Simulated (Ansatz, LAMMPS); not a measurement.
# A frame of liquid K(F,Br) from 850 K (94 atoms): geometry optimisation, part 3 of 3

Aim: bring a frame of liquid K(F,Br) from 850 K (94 atoms) to a nearby minimum of the energy and see what moves.

Ansatz 0.2.0; Kohn-Sham DFT, PBE, PAW (set soft_2), plane waves.

The cell: 47 K, 18 F and 29 Br. The network of bonds at the start is that of the classical potential that made the cell. The ion parameters were fitted for water, not for melts. The Brillouin zone is sampled at Γ only, in a cell whose shortest periodic width is 15 Å.

So far, density (g/cm³): step 5 (distances and neighbours after relaxation) 2.17.

## 6. Single point at the relaxed geometry

One more single point at the end of the walk gives the fuller output and checks the residual forces.

Contents of input.yaml:

```yaml
crystal:
  lattice:
    - [15.1089, 0.0, 0.0]
    - [0.0, 15.1089, 0.0]
    - [0.0, 0.0, 15.1089]
  atoms:
    - { symbol: K, position: [0.46215, 0.64641, 0.50016] }
    - { symbol: K, position: [0.81772, 0.59375, 0.38166] }
    - { symbol: K, position: [0.60061, 0.48648, 0.71128] }
    - { symbol: K, position: [0.33134, 0.91334, 0.0736] }
    - { symbol: K, position: [0.22397, 0.65505, 0.03996] }
    - { symbol: K, position: [0.13242, 0.13228, 0.01805] }
    - { symbol: K, position: [0.48796, 0.8622, 0.80219] }
    - { symbol: K, position: [0.39885, 0.51908, 0.86771] }
    - { symbol: K, position: [0.92012, 0.2232, 0.18772] }
    - { symbol: K, position: [0.00381, 0.50885, 0.21917] }
    - { symbol: K, position: [0.87557, 0.0153, 0.05169] }
    - { symbol: K, position: [0.77774, 0.54137, 0.10482] }
    - { symbol: K, position: [0.69444, 0.73475, 0.62538] }
    - { symbol: K, position: [0.86028, 0.77458, 0.16224] }
    - { symbol: K, position: [0.27672, 0.36579, 0.3223] }
    - { symbol: K, position: [0.06686, 0.21957, 0.71853] }
    - { symbol: K, position: [0.28338, 0.02726, 0.82581] }
    - { symbol: K, position: [0.97056, 0.54683, 0.73658] }
    - { symbol: K, position: [0.13943, 0.14874, 0.27255] }
    - { symbol: K, position: [0.91484, 0.92026, 0.64635] }
    - { symbol: K, position: [0.21851, 0.11672, 0.49617] }
    - { symbol: K, position: [0.67416, 0.01205, 0.41779] }
    - { symbol: K, position: [0.24646, 0.74537, 0.72472] }
    - { symbol: K, position: [0.58882, 0.12742, 0.18078] }
    - { symbol: K, position: [0.54493, 0.44523, 0.33159] }
    - { symbol: K, position: [0.29736, 0.77356, 0.27652] }
    - { symbol: K, position: [0.95744, 0.31312, 0.44471] }
    - { symbol: K, position: [0.72251, 0.09425, 0.82346] }
    - { symbol: K, position: [0.8321, 0.32632, 0.87507] }
    - { symbol: K, position: [0.44717, 0.21089, 0.44262] }
    - { symbol: K, position: [0.95408, 0.99762, 0.31471] }
    - { symbol: K, position: [0.19952, 0.51476, 0.54753] }
    - { symbol: K, position: [0.56465, 0.28639, 0.89384] }
    - { symbol: K, position: [0.04633, 0.75368, 0.38312] }
    - { symbol: K, position: [0.40104, 0.29739, 0.68055] }
    - { symbol: K, position: [0.87044, 0.74237, 0.91681] }
    - { symbol: K, position: [0.38061, 0.04036, 0.31838] }
    - { symbol: K, position: [0.63222, 0.68043, 0.93653] }
    - { symbol: K, position: [0.52599, 0.06385, 0.61098] }
    - { symbol: K, position: [0.55739, 0.84786, 0.26966] }
    - { symbol: K, position: [0.69518, 0.27143, 0.62906] }
    - { symbol: K, position: [0.32436, 0.91473, 0.56621] }
    - { symbol: K, position: [0.41236, 0.54453, 0.13587] }
    - { symbol: K, position: [0.15702, 0.42262, 0.94754] }
    - { symbol: K, position: [0.34648, 0.33344, 0.08487] }
    - { symbol: K, position: [0.08508, 0.89745, 0.12825] }
    - { symbol: K, position: [0.05398, 0.92934, 0.8827] }
    - { symbol: F, position: [0.40681, 0.89698, 0.23099] }
    - { symbol: F, position: [0.53291, 0.22967, 0.58934] }
    - { symbol: F, position: [0.95273, 0.86841, 0.01237] }
    - { symbol: F, position: [0.18996, 0.97994, 0.96952] }
    - { symbol: F, position: [0.54691, 0.1026, 0.34349] }
    - { symbol: F, position: [0.41761, 0.3965, 0.22672] }
    - { symbol: F, position: [0.87459, 0.61829, 0.2243] }
    - { symbol: F, position: [0.98306, 0.1744, 0.33847] }
    - { symbol: F, position: [0.48382, 0.39274, 0.7871] }
    - { symbol: F, position: [0.98582, 0.84381, 0.25329] }
    - { symbol: F, position: [0.33664, 0.88988, 0.73547] }
    - { symbol: F, position: [0.69759, 0.26341, 0.79638] }
    - { symbol: F, position: [0.21983, 0.79763, 0.12452] }
    - { symbol: F, position: [0.28842, 0.19124, 0.35618] }
    - { symbol: F, position: [0.30268, 0.4894, 0.0092] }
    - { symbol: F, position: [0.37829, 0.07027, 0.52183] }
    - { symbol: F, position: [0.01671, 0.07074, 0.14741] }
    - { symbol: F, position: [0.7633, 0.69725, 0.03937] }
    - { symbol: Br, position: [0.17497, 0.95243, 0.35908] }
    - { symbol: Br, position: [0.12634, 0.31724, 0.1435] }
    - { symbol: Br, position: [0.37938, 0.12518, 0.11127] }
    - { symbol: Br, position: [0.25436, 0.72033, 0.50382] }
    - { symbol: Br, position: [0.41889, 0.73389, 0.97443] }
    - { symbol: Br, position: [0.95633, 0.49401, 0.97518] }
    - { symbol: Br, position: [0.57745, 0.47584, 0.00903] }
    - { symbol: Br, position: [0.71523, 0.86845, 0.81] }
    - { symbol: Br, position: [0.21186, 0.5736, 0.2382] }
    - { symbol: Br, position: [0.814, 0.38688, 0.28168] }
    - { symbol: Br, position: [0.76643, 0.59412, 0.78516] }
    - { symbol: Br, position: [0.49714, 0.08269, 0.82138] }
    - { symbol: Br, position: [0.90203, 0.34905, 0.66692] }
    [... 10 atom lines left out ...]
    - { symbol: Br, position: [0.12158, 0.01472, 0.66907] }
    - { symbol: Br, position: [0.02183, 0.76136, 0.75837] }
    - { symbol: Br, position: [0.84596, 0.81167, 0.47475] }
    - { symbol: Br, position: [0.74112, 0.96547, 0.22032] }
    - { symbol: Br, position: [0.01363, 0.53777, 0.44138] }
    - { symbol: Br, position: [0.75659, 0.07018, 0.60249] }
kpoints:
  mp_grid: { grid: [1, 1, 1] }
hamiltonian:
  xc: pbe
scf:
  occupations: { method: fermi_dirac, width: 0.05 }
output:
  forces: true
  stress: true
  populations: intrinsic
  dos:
    method: { smearing: { sigma: 0.1 } }
    de: 0.1
    projected: { site_lists: { Br: [Br], F: [F], K: [K] } }
  eigenvalues: true
  write_density: true
  write_potential: true
  volumetric_format: npy
  elf: true
```

On the command line:

```sh
> ansatz run input.yaml --threads 4 --pin off --max-ram 8192MiB --backend cpu --events-out ev --progress --plain --runs-dir out
```

Numbers of over 12 decimals in the logs are rounded to 6 here.

The log of the run:

```text
[...]
Crystal: 94 atoms, lattice volume = 3449.042 Å³
Basis set: ecut = 420 eV, 67451 PW (Γ), exchange–correlation on 216×216×216 points (8 copies of the dense FFT grid, shifted against one another)
Bands: 470, of which v1, the nominal top of the filled ones, is band 376 counted from 1 (375 counted from 0)
Symmetry: 1 space group operations
[...]
k-points: 1
[...]
SCF iter   1: F=—  HF=-167680.437249 eV  |F-HF|=—  |Δ(HF+E_count)|=         —  Δρ=6.80e-4  dr2=6.78e-2  ethr=1.77e-3  ⟨swp⟩=6.0  Hψ=1817  notcnv=0  defer=76
[...]
SCF iter   9: F=-167680.434210 eV  HF=-167680.434210 eV  |F-HF|=6.14e-9  |Δ(HF+E_count)|=   1.47e-7  Δρ=3.96e-7  dr2=7.30e-9  ethr=1.33e-11  ⟨swp⟩=23.0  Hψ=4327  notcnv=0
SCF 1 converged in 9 iterations: F = -167680.434210 eV  dr2 = 7.30e-9
[...]
WARN: The input density's exchange-correlation potential varies sharply where the density is thin. Do not read a vacuum level from v_tot or v_xc, or from such a field of the output density. On a cell that repeats whose density bears no net charge and no dipole along the vacuum's axis use v_es (v_loc + v_h of the components); [...]
SCF converged after 9 iterations
Free energy (F): -167680.434210 eV
[...]
Internal energy: -167680.434210 eV  (E = F + TS)
E sigma→0 (E₀):  -167680.434210 eV
Fermi energy:    2.215966 eV
[...]
--- Forces (eV/Å), atoms counted from 1 ---
  atom   1  K     -0.00068486    -0.01051282     0.00604482
  atom   2  K     -0.01123336    -0.00553127     0.00350136
  atom   3  K     -0.01966029    -0.02630731     0.01042157
  atom   4  K      0.00198046     0.00082542     0.00275031
  atom   5  K      0.00129845    -0.00376886     0.00326388
  atom   6  K      0.00443596     0.00909688     0.00427242
  atom   7  K      0.01669416    -0.01275790     0.01403836
  atom   8  K      0.00941326    -0.00259441    -0.01511008
  atom   9  K     -0.00040893    -0.00303646    -0.00030879
  atom  10  K     -0.00374575    -0.00232863     0.00353444
  atom  11  K     -0.00646982    -0.00530064     0.00549795
  atom  12  K     -0.00117557     0.00119250    -0.00642090
  atom  13  K     -0.00995506    -0.00328814     0.00714730
  atom  14  K     -0.00270376     0.00087574     0.00614397
[...]
atom  93  Br    -0.00100122    -0.00347090    -0.00136367
  atom  94  Br     0.00770058    -0.00025917     0.00139518
  max |Σ_I F_I| component: 1.07e-5 eV/Å
--- Stress (GPa, compression-positive) ---
       -0.566684      -0.069624      -0.129498
       -0.069624      -0.281817       0.037689
       -0.129498       0.037689      -0.396164
  P = ⅓ Tr σ = -0.4149 GPa (-4.149 kbar)
--- Band table (eV) ---
[...]
--- intrinsic populations: 94 sites ---
  site symbol       q [e]
     0      K      8.2729
     1      K      8.2220
     2      K      8.2183
[...]
93     Br      7.7417
  spilling = -0.000000 (of n_electrons = 752.000000)
```

Elapsed: 40 s, on 4 threads of Intel Xeon Platinum 8488C (Sapphire Rapids), shared host; peak memory 4.4 GiB; 2.5 min of CPU time.

The program notes that the exchange-correlation potential is rough where the density is thin.

Read from the output:

- free energy: -167680.4342 eV
- free energy per atom: -1783.8344 eV/atom
- SCF cycles: 9
- pressure: -0.4149 GPa
- r.m.s. force component: 0.00807 eV/Å
- longest force: 0.03643 eV/Å
- Fermi energy: 2.216 eV
- gap (highest filled to lowest empty level): 3.727 eV

Intrinsic-atomic-orbital charges by element and coordination:

```tsv
element	coordination	atoms	mean charge (e)	spread	least	most
Br	all	29	-0.736	0.0082	-0.749	-0.715
Br	4	2	-0.742	0.0056	-0.747	-0.736
Br	5	16	-0.740	0.0053	-0.749	-0.730
Br	6	9	-0.731	0.004	-0.740	-0.726
Br	7	1	-0.718	0	-0.718	-0.718
Br	8	1	-0.715	0	-0.715	-0.715
F	all	18	-0.883	0.0057	-0.890	-0.867
F	4	14	-0.885	0.0036	-0.890	-0.875
F	5	3	-0.878	0.0032	-0.882	-0.874
F	6	1	-0.867	0	-0.867	-0.867
K	all	47	0.792	0.0271	0.727	0.853
K	4	10	0.802	0.019	0.761	0.823
K	5	28	0.795	0.0276	0.739	0.853
K	6	9	0.772	0.0225	0.727	0.798
```

States in the cell by windows of 1 eV, zero at the Fermi level; the larger projections on atomic orbitals stand beside the total:

```tsv
from (eV)	to (eV)	total	Br p	F p	K s	K p
-14	-13	265.9	0.5	0.7	0.5	252.4
-13	-12	13.7	0.0	0.1	0.0	13.5
-12	-4	0.0	0.0	0.0	0.0	0.0
-4	-3	105.6	7.2	94.0	2.2	0.7
-3	-2	167.6	150.9	10.5	3.9	0.7
-2	-1	8.9	8.7	0.1	0.0	0.0
-1	1	0.0	0.0	0.0	0.0	0.0
1	2	2.0	0.0	0.0	1.6	0.0
2	3	9.1	0.5	0.1	7.0	0.1
3	4	29.3	1.5	0.3	19.8	0.2
4	5	68.6	1.4	0.4	22.5	0.1
```

Between -26 and -14 eV lie 96 more states.

The stored curve holds about 658 of the 752 electrons; the rest, give or take the few that broadening carries across the Fermi level, lie in deeper levels below its range.

The levels nearest the highest filled one (over half full), pooled over k-points and spins:

```tsv
level less the highest filled one (eV)	occupation
-0.157	2
-0.123	2
-0.0986	2
-0.073	2
-0.0049	2
0	2
3.73	0
4.53	0
4.74	0
4.76	0
4.82	0
4.87	0
```

Valence density in the bc plane at fractional x = 0.407, with atoms of K and F and Br within 0.2 Å of it. It is the smooth field of the valence electrons, not physical close to the nuclei.

Ten steps, logarithmic in the rise over the least value, from '0' (0.00 × 1e0 e/Å³) to '9' (9.81 × 1e0 e/Å³), each cell a mean:
```
0000000000000000000000000001345345421000000
0000000000000000000023442101234554310000000
0000000000000000000257775310012222100000000
0111110000000000001257776300000000000000000
0112211000000000111124442100000000001111000
0011100000011111111000000011211100001221100
0000000001356653100000000012222100001121100
0000000001478875200000000011221100000010000
0000000001356653100000000000110000000000000
0111100000012211111110000000000000000001100
1356421000000011344432100012210000000011100
2477631111100013454454210134431000000000000
1234322355531013454454210124431000000000000
0000002466531011344432100001100000000000000
2222101233310000111110000000000000000000000
5665310000000000000000000000000000000000013
6776310000000001111000000001110000000122113
3443100000000014675310000001110000013687522
0001111000000026998421111100000000014799631
0012333210000013564223566420000000002455310
0124555431000122111125787631000000000011100
0134555532101343210014676520000000000011110
0013444321001233100001222100112322100112110
0001111100000010000000000001245554321000000
```
Columns run along b (15.1 Å), rows up along c (15.1 Å). Atoms in or near the plane, at fractional coordinates: K at (0.52, 0.87), K at (0.30, 0.68), K at (0.54, 0.14), F at (0.90, 0.23), F at (0.40, 0.23), Br at (0.73, 0.97), Br at (0.43, 0.49).

ELF in the bc plane at fractional x = 0.407, with atoms of K and F and Br within 0.2 Å of it. It is the smooth field of the valence electrons, not physical close to the nuclei.

Ten even steps from '0' (0.00) to '9' (0.87), each cell a mean:
```
0000001000000000000000000026995017986100000
0001000000000000000146775104899889975200000
1245542000000000000599899600367887520000000
2467775200000001100499899610001111000100000
1467875300000002431037874101322100001100000
0256664100023210233100000157887520000011100
0023321002699984100000002578998740001244210
0000000004998899400000002578888630001222100
0000000002699996100110000134554210000000000
0123210000023311256664200000000000000011100
3688852000000036899998610034420000000012100
5899961024310169962389820279973000000000000
2577621699961059962489820268862000001100000
0011003899982037999998620012210000000100000
4553101367630002455553100000000000000000002
9999610000000000000000000234432000000000017
9999820000000012333100001356652000002454116
5886300000000257888630000146652000026888731
0001234431000268878830122001331000047977961
0257999875100025787315999830000000025777630
1589978997201221111049978982000000000011000
1699846997104887510037999951013443100134310
0489999985103787510001233201478998620146520
0145677652000232000000000015899779972001200
```
Columns run along b (15.1 Å), rows up along c (15.1 Å). Atoms in or near the plane, at fractional coordinates: K at (0.52, 0.87), K at (0.30, 0.68), K at (0.54, 0.14), F at (0.90, 0.23), F at (0.40, 0.23), Br at (0.73, 0.97), Br at (0.43, 0.49).

Mean intrinsic-atomic-orbital charges: Br -0.74, F -0.88, K +0.79 e. The largest share in the top eV of filled states is Br p (94 % of the projected weight), and in the lowest eV of empty states K s (85 % of the projected weight).

The surroundings of Br66, which has 8 bonded neighbours where the commonest count for Br is 5, nearest first, numbered as they follow in the input and with coordinates relative to it.

```tsv
atom	x	y	z	distance (Å)	bonds	intrinsic-atomic-orbital charge (e)
Br66	0.00	0.00	0.00	0.00	8	-0.72
K19	-0.54	2.97	-1.31	3.29	5	0.81
K21	0.66	2.48	2.07	3.30	5	0.79
K37	3.11	1.33	-0.61	3.43	5	0.81
K31	-3.34	0.68	-0.67	3.47	5	0.82
K26	1.85	-2.70	-1.25	3.50	6	0.79
K34	-1.94	-3.00	0.36	3.60	5	0.79
F57	-2.86	-1.64	-1.60	3.66	4	-0.89
K46	-1.36	-0.83	-3.49	3.83	5	0.85
K42	2.26	-0.57	3.13	3.90	6	0.80
F61	1.71	3.61	-0.04	3.99	5	-0.88
F48	3.50	-0.84	-1.94	4.09	4	-0.89
```

The column of bonds counts only the pairs K-Br within 3.93 Å, K-F within 3.04 Å; other neighbours, such as metal atoms beside each other in a compound, aren't counted, and periodic images can show an atom twice.

## 7. Outcome

| Item | Value |
| --- | --- |
| energy change in the relaxation | -70.65 meV/atom |
| r.m.s. displacement | 0.647 Å |
| largest displacement | 1.351 Å |
| free energy per atom | -1783.8344 eV/atom |
| pressure | -0.4149 GPa |
| r.m.s. force component | 0.00807 eV/Å |
| gap (highest filled to lowest empty level) | 3.727 eV |
| wall time of the 3 DFT runs | 7.2 min |

In words: Relaxation lowers the energy by 70.7 meV/atom and moves atoms by 0.65 Å r.m.s.; the r.m.s. force component goes from 0.24 to 0.0081 eV/Å, the pressure goes from -0.39 to -0.41 GPa, and the gap from 3.26 to 3.73 eV. By the final cutoffs 14 of 212 bonded pairs parted and 36 joined. First to last step the energy falls by 6.641 eV; the largest move, 1.35 Å, is that of F49. The K-F bonds go from 2.686 Å (spread 0.126) to 2.627 Å (spread 0.102), and their number from 64 to 77. Counting bonds as in the table, 55 % of Br atoms have 5, 78 % of F atoms have 4 and 60 % of K atoms have 5 bonded neighbours. Between filled and empty levels lie 3.73 eV (at Γ alone); a semilocal functional tends to put such gaps too low. In a disordered cell it changes from sample to sample and from frame to frame.

**Limits.** The network of bonds at the start is that of the classical potential that made the cell; in DFT 14 of its 212 bonded pairs passed out of the cutoffs and 36 came within them.

[Logs are printed without paths, hosts, clocks, repeated set-up lines and the standing remarks that a program may print on its own settings, such as how far it seeks lower states.]

[Hosts, paths, dates, database ids (printed as entryN), source tags and the programs' standing remarks are cut or masked in the printed files.]
